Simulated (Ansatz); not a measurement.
# A convergence test on BaWO4 (I4_1/a): k mesh of the density

Aim: see how gap, energy and time of BaWO4 (I4_1/a) follow the k mesh of the density.

Method: DFT, r2SCAN, plane waves, PAW, in Ansatz 0.2.0.

The raw output is cut from this account; settings, times and results stay.

**1. The starting structure**

The structure is tetragonal, space group I4_1/a (No. 88). The conventional cell has a = 5.667 Å, b = 5.667 Å, c = 12.739 Å, α = 90.00°, β = 90.00°, γ = 90.00°. Nearest to Ba lie 8 O at 2.76 to 2.80 Å. W has 4 O at 1.79 Å nearest. Nearest to O lie 1 W at 1.79 Å and 2 Ba at 2.76 to 2.80 Å. Farther neighbours, and contacts between anions beyond the nearest, are not listed.

The cell and positions are those that the Materials Project relaxed with its own functionals (PBE, PBE+U or r2SCAN), kept fixed. The default PAW set here is soft_2. Its files were made with PBE.

**2. k mesh of the density: 2×2×2**

input.yaml reads:

```yaml
crystal:
  lattice:
    - [-2.833365905, 2.833365905, 6.36926687]
    - [2.833365905, -2.833365905, 6.36926687]
    - [2.833365905, 2.833365905, -6.36926687]
  atoms:
    - { symbol: Ba, position: [0.25, 0.75, 0.5] }
    - { symbol: Ba, position: [0.5, 0.5, 0.0] }
    - { symbol: W, position: [0.75, 0.25, 0.5] }
    - { symbol: W, position: [0.0, 0.0, 0.0] }
    - { symbol: O, position: [0.15214477, 0.04689186, 0.35623995] }
    - { symbol: O, position: [0.69065191, 0.79590482, 0.64376005] }
    - { symbol: O, position: [0.05934809, 0.45409518, 0.85623995] }
    - { symbol: O, position: [0.54590482, 0.40214477, 0.60525291] }
    - { symbol: O, position: [0.20409518, 0.84785523, 0.89474709] }
    - { symbol: O, position: [0.95310814, 0.30934809, 0.10525291] }
    - { symbol: O, position: [0.79689186, 0.94065191, 0.39474709] }
    - { symbol: O, position: [0.59785523, 0.20310814, 0.14376005] }
kpoints:
  mp_grid: { grid: [2, 2, 2] }
  band_path:
    path:
      - [0.0, 0.0, 0.0]
      - [0.0, 0.0, 0.5]
      - [0.25, 0.25, 0.25]
      - [0.0, 0.5, 0.0]
      - [0.5, 0.5, -0.5]
      - [0.29947279, 0.70052721, -0.29947279]
      - [-0.29947279, 0.29947279, 0.29947279]
      - [-0.09894559, 0.09894559, 0.5]
    npoints: 1
hamiltonian:
  xc: r2scan
scf:
  occupations: { method: fixed }
  n_extra_bands: 8
output:
  eigenvalues: true
  forces: true
  stress: true
  write_density: true
  write_potential: true
  elf: true
  volumetric_format: npy
```

Run with:

```
$ ansatz run input.yaml --threads 3 --pin off --max-ram 92160MiB --backend cuda --events-out ev --progress --plain --runs-dir out --devices 1 --max-vram 13GiB
```

Elapsed: 11 s, on 1 × NVIDIA H100 80GB HBM3 (shared by 6 runs) with 3 threads of AMD EPYC 7R13 (Zen 3), shared host; peak memory 1.6 GiB; 8.6 s of CPU time.

This step gave:

| Property | Result |
| --- | --- |
| pressure | -2.244 GPa |
| gap | 5.158 eV |
| valence top at | Γ |
| conduction bottom at | M |
| least direct gap | 5.181 eV |

The gap is indirect, with the least direct gap 0.02 eV higher.

**3. k mesh of the density: 4×4×4**

input.yaml, as its differences from that of step 2:

```diff
@@ -19,3 +19,3 @@
 kpoints:
-  mp_grid: { grid: [2, 2, 2] }
+  mp_grid: { grid: [4, 4, 4] }
   band_path:
@@ -40,5 +40 @@
   stress: true
-  write_density: true
-  write_potential: true
-  elf: true
-  volumetric_format: npy
```

The job ended after 14 s (1 × NVIDIA H100 80GB HBM3 (shared by 6 runs) with 3 threads; peak memory 1.6 GiB).

This step gave:

```yaml
pressure: -2.243 GPa
gap: 5.158 eV
valence_top_at: Γ
conduction_bottom_at: M
least_direct_gap: 5.181 eV
```

The gap is 5.158 eV, as in the run before at this level.

**4. k mesh of the density: 6×6×6 (the default)**

input.yaml, the sections that differ from step 3:

```yaml
kpoints:
  mp_grid: { grid: [6, 6, 6] }
  band_path:
    path:
      - [[0.0, 0.0, 0.0], [0.0, 0.0, 0.5], [0.25, 0.25, 0.25], [0.0, 0.5, 0.0], [0.0, 0.0, 0.0], [0.5, 0.5, -0.5], [0.29947279, 0.70052721, -0.29947279]]
      - [[-0.29947279, 0.29947279, 0.29947279], [0.0, 0.0, 0.0]]
      - [[0.0, 0.0, 0.5], [-0.09894559, 0.09894559, 0.5]]
      - [[0.5, 0.5, -0.09894559], [0.5, 0.5, -0.5]]
    npoints: 10
scf:
  occupations: { method: fermi_dirac, width: 0.02 }
  n_extra_bands: 8
output:
  eigenvalues: true
  forces: true
  stress: true
  write_density: true
  write_potential: true
  elf: true
  volumetric_format: npy
# crystal, hamiltonian: as in step 3
```

It took 21 s on 1 × NVIDIA H100 80GB HBM3 (shared by 6 runs) with 3 threads; peak memory 1.8 GiB.

Numbers from this step:

```
pressure             : -2.243 GPa
gap                  : 5.158 eV
valence top at       : Γ
conduction bottom at : M
least direct gap     : 5.181 eV
```

The gap is 5.158 eV, as in the run before at this level.

**5. k mesh of the density: 8×8×8**

input.yaml, the sections that differ from step 4:

```yaml
kpoints:
  mp_grid: { grid: [8, 8, 8] }
  band_path:
    path:
      - [0.0, 0.0, 0.0]
      - [0.0, 0.0, 0.5]
      - [0.25, 0.25, 0.25]
      - [0.0, 0.5, 0.0]
      - [0.5, 0.5, -0.5]
      - [0.29947279, 0.70052721, -0.29947279]
      - [-0.29947279, 0.29947279, 0.29947279]
      - [-0.09894559, 0.09894559, 0.5]
    npoints: 1
scf:
  occupations: { method: fixed }
  n_extra_bands: 8
output:
  eigenvalues: true
  forces: true
  stress: true
# crystal, hamiltonian: as in step 4
```

Elapsed: 27 s, on 1 × NVIDIA H100 80GB HBM3 (shared by 6 runs) with 3 threads; peak memory 1.6 GiB.

Read from the output:

- pressure: -2.244 GPa
- gap: 5.158 eV
- valence top at: Γ
- conduction bottom at: M
- least direct gap: 5.181 eV

The gap is 5.158 eV, as in the run before at this level.

**6. The series**

Differences are against the last row; a negative gap means that bands overlap, and a run with a band path holds that path's time. Times are wall times on 1 × NVIDIA H100 80GB HBM3 (shared by 6 runs) with 3 threads of AMD EPYC 7R13 (Zen 3), shared host, good to a factor of about two.

```tsv
k mesh of the density	gap (eV)	direct gap (eV)	gap error (eV)	energy error (meV/atom)	irreducible k	time
2×2×2	5.158	5.181	+0.0001	+0.1	4	11 s
4×4×4	5.158	5.181	+0.000	+0.0	14	14 s
6×6×6	5.158	5.181	+0.000	+0.0	36	21 s
8×8×8	5.158	5.181	+0.000	+0.0	78	27 s
```

**7. What came out**

| Quantity | Value |
| --- | --- |
| 2×2×2 | 5.158 eV |
| 4×4×4 | 5.158 eV |
| 6×6×6 | 5.158 eV |
| 8×8×8 | 5.158 eV |

What this shows: The gap holds to 0.02 eV from 2×2×2 on, the cheapest setting tried. At 2×2×2 the gap is off by +0.0001 eV and the energy by +0 meV/atom. The gap is read over the mesh and added points near the edges, so meshes differ mainly through the density and, for a hybrid, the exchange operator.

[Long decimals in the printed logs are rounded to 6 places.]

[Logs are printed without paths, hosts, clocks, repeated set-up lines and the standing remarks that a program may print on its own settings, such as how far it seeks lower states.]

[Paths, hosts, dates, memory and timing lines, banners, echoed tables and standing remarks are left out of the program output; an Ansatz launch command may be rebuilt from the run's recorded settings. Measured values are a selection of at most five: reports struck by readers or far from the other reports are left out. None is set beside runs whose start may be inverted or whose files or cutoffs have a known fault.]

[Runs of the session that timed out or met a known fault of the program may be left out.]

[Cells called generated may have been cut or substituted from an entry of the Crystallography Open Database or the Materials Project.]

[Hosts, paths, dates, database ids (printed as entryN), source tags and the programs' standing remarks are cut or masked in the printed files.]

[Where the starting crystal was built by hand or by swapping elements, it need not be the compound's stable phase.]
